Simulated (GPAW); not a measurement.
Consider Al2Cu (P4/mmm).

```cif
data_structure
_symmetry_space_group_name_H-M 'P 1'
_symmetry_Int_Tables_number 1
_cell_length_a 4.1052
_cell_length_b 4.1052
_cell_length_c 2.8913
_cell_angle_alpha 90.000
_cell_angle_beta 90.000
_cell_angle_gamma 90.000
_cell_volume 48.73
loop_
_atom_site_label
_atom_site_type_symbol
_atom_site_fract_x
_atom_site_fract_y
_atom_site_fract_z
_atom_site_occupancy
Cu1 Cu 0.00000 0.00000 0.00000 1
Al2 Al 0.00000 0.50000 0.50000 1
Al3 Al 0.50000 0.00000 0.50000 1
```

Absorber: atom 2, with 4 Cu at 2.51 Å, 2 Al at 2.89 Å and 4 Al at 2.90 Å (10-fold, site symmetry mmm). Method: GPAW, LDA, excited-electron core hole (neutral cell), 24-atom cell with 8.2 Å between holes, 4×4×4 k points, dipole transitions, Gaussian full width 0.9 eV up to 4 eV, rising linearly to 3.5 eV at 25 eV.

Q: What does the Al K edge look like?

Main maxima up to 24 eV above the zero (height): 2.2 eV (1.12), 4.3 eV (1.28), 5.9 eV (1.36), 8.8 eV (1.24), 12.8 eV (0.99) and 15.3 eV (0.95). A K edge sees empty p states on the absorber. The total-energy difference is 1563.72 eV. One term is added: -13.88 eV, since the hole is spin-paired here and a spin-polarised one costs that much less in the free atom (computed apart). The photon energy is then 1549.84 eV. The tabulated edge of the element is 1559 eV. The functional leaves an error in such absolute values: in the free atom LDA prices this hole 7.2 eV below PBE (computed apart), and PBE is itself good to a few eV.

The Al K spectrum (energy from the lowest empty level; intensity scaled to a mean of 1 over the first 20 eV; polarised curves are means over the symmetry-equivalent atoms):

| E (eV) | isotropic | ε ⊥ c | ε ∥ c |
| --- | --- | --- | --- |
| -2.0 | 0.00 | 0.00 | 0.00 |
| -1.5 | 0.00 | 0.00 | 0.00 |
| -1.0 | 0.00 | 0.01 | 0.00 |
| -0.5 | 0.10 | 0.11 | 0.08 |
| 0.0 | 0.48 | 0.50 | 0.44 |
| 0.5 | 0.75 | 0.77 | 0.72 |
| 1.0 | 0.93 | 0.92 | 0.94 |
| 1.5 | 1.06 | 1.07 | 1.04 |
| 2.0 | 1.11 | 1.16 | 1.02 |
| 2.5 | 1.08 | 1.11 | 1.03 |
| 3.0 | 0.98 | 0.95 | 1.04 |
| 3.5 | 1.08 | 1.09 | 1.05 |
| 4.0 | 1.24 | 1.26 | 1.20 |
| 4.5 | 1.26 | 1.22 | 1.35 |
| 5.0 | 1.13 | 1.09 | 1.19 |
| 5.5 | 1.25 | 1.25 | 1.27 |
| 6.0 | 1.35 | 1.36 | 1.33 |
| 6.5 | 1.23 | 1.26 | 1.17 |
| 7.0 | 1.13 | 1.16 | 1.06 |
| 7.5 | 1.08 | 1.09 | 1.04 |
| 8.0 | 1.12 | 1.14 | 1.08 |
| 8.5 | 1.22 | 1.23 | 1.19 |
| 9.0 | 1.24 | 1.22 | 1.28 |
| 9.5 | 1.17 | 1.13 | 1.23 |
| 10.0 | 1.08 | 1.05 | 1.13 |
| 10.5 | 0.98 | 0.96 | 1.02 |
| 11.0 | 0.90 | 0.88 | 0.94 |
| 11.5 | 0.88 | 0.86 | 0.92 |
| 12.0 | 0.93 | 0.91 | 0.97 |
| 12.5 | 0.98 | 0.97 | 1.01 |
| 13.0 | 0.98 | 0.97 | 1.01 |
| 13.5 | 0.95 | 0.94 | 0.98 |
| 14.0 | 0.93 | 0.92 | 0.95 |
| 14.5 | 0.93 | 0.93 | 0.94 |
| 15.0 | 0.95 | 0.95 | 0.94 |
| 15.5 | 0.95 | 0.95 | 0.94 |
| 16.0 | 0.93 | 0.93 | 0.93 |
| 16.5 | 0.90 | 0.90 | 0.91 |
| 17.0 | 0.86 | 0.86 | 0.88 |
| 17.5 | 0.83 | 0.82 | 0.84 |
| 18.0 | 0.79 | 0.79 | 0.80 |
| 18.5 | 0.75 | 0.75 | 0.76 |
| 19.0 | 0.72 | 0.72 | 0.71 |
| 19.5 | 0.68 | 0.68 | 0.67 |
| 20.0 | 0.64 | 0.65 | 0.63 |
| 20.5 | 0.61 | 0.62 | 0.60 |
| 21.0 | 0.59 | 0.60 | 0.57 |
| 21.5 | 0.57 | 0.58 | 0.55 |
| 22.0 | 0.55 | 0.56 | 0.53 |
| 22.5 | 0.53 | 0.54 | 0.52 |
| 23.0 | 0.52 | 0.53 | 0.50 |
| 23.5 | 0.51 | 0.52 | 0.49 |
| 24.0 | 0.52 | 0.53 | 0.49 |
| 24.5 | 0.53 | 0.54 | 0.51 |
| 25.0 | 0.55 | 0.56 | 0.53 |
| 25.5 | 0.57 | 0.58 | 0.56 |
| 26.0 | 0.59 | 0.60 | 0.59 |
| 26.5 | 0.62 | 0.62 | 0.62 |
| 27.0 | 0.64 | 0.64 | 0.64 |
| 27.5 | 0.67 | 0.67 | 0.67 |
| 28.0 | 0.70 | 0.70 | 0.70 |
| 28.5 | 0.74 | 0.74 | 0.73 |
| 29.0 | 0.78 | 0.78 | 0.77 |
| 29.5 | 0.82 | 0.82 | 0.82 |

The mesh is coarse (0.27 Å⁻¹ between points), so small maxima may be mesh ripples. Lifetime broadening is put in by hand, and intensities beyond about 20 eV depend on it and on the partial waves; weight that the partial waves miss at high energy is lost. The structure is a computed Materials Project entry and may be a hypothetical form.

[Banner, clock and machine lines of the logs are left out without a mark of their own.]

[Logs are printed without paths, hosts, clocks, repeated set-up lines and the standing remarks that a program may print on its own settings, such as how far it seeks lower states.]

[Hosts, paths, dates, database ids (printed as entryN), source tags and the programs' standing remarks are cut or masked in the printed files.]

[Lists of maxima count a maximum above −3 eV only where it reaches 4 % of the highest in the window and stands out from its surroundings by 2 % of it (1.5 % where it reaches 55 %); shoulders and weaker maxima are passed over, and of the rest the first, up to two pre-edge ones and the few strongest are named.]
